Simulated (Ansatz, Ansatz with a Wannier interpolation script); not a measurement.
Planning a run of Ansatz 0.2.0 on CdCO3 (Otavite). The input:

```yaml
crystal:
  lattice:
    - [2.4602, 1.4203971323, 5.4326666667]
    - [-2.4602, 1.4203971323, 5.4326666667]
    - [0.0, -2.8407942645, 5.4326666667]
  atoms:
    - { symbol: Cd, position: [0.0, 0.0, 0.0] }
    - { symbol: Cd, position: [0.5, 0.5, 0.5] }
    - { symbol: C, position: [0.25, 0.25, 0.25] }
    - { symbol: C, position: [0.75, 0.75, 0.75] }
    - { symbol: O, position: [0.5114, 0.9886, 0.25] }
    - { symbol: O, position: [0.25, 0.5114, 0.9886] }
    - { symbol: O, position: [0.9886, 0.25, 0.5114] }
    - { symbol: O, position: [0.4886, 0.0114, 0.75] }
    - { symbol: O, position: [0.75, 0.4886, 0.0114] }
    - { symbol: O, position: [0.0114, 0.75, 0.4886] }
kpoints:
  mp_grid: { grid: [4, 4, 4] }
hamiltonian:
  xc: lda
scf:
  occupations: { method: fixed }
gw:
  n_empty_bands: 199
  ecut_chi: 84
  qp_bands: [v10, c4]
  screening: { model: godby_needs }
```

```sh
ansatz run input.yaml --threads 12 --pin off --max-ram 22118MiB --backend cpu --events-out ev --progress --plain --runs-dir out
```

**Question.** Estimate wall time and host memory on 12 threads of Arm Neoverse N1, shared host.

It took 2.4 min; on shared hardware allow 73 s to 4.9 min. Peak host memory was 1.7 GiB. The sizes that set the cost: 2221 plane waves a state, 13 irreducible k points, 241 bands summed, 201 plane waves in the screening and 7 SCF cycles.

The screening grows as filled bands × empty bands × pairs of k points, times the square of the screening basis for the matrix.

[Paths, hosts, dates, memory and timing lines, banners, echoed tables and standing remarks are left out of the program output.]

[Logs are printed without paths, hosts, clocks, repeated set-up lines and the standing remarks that a program may print on its own settings, such as how far it seeks lower states.]

[Runs of the session that timed out or met a known fault of the program may be left out.]

[Hosts, paths, dates, database ids (printed as entryN), source tags and the programs' standing remarks are cut or masked in the printed files.]
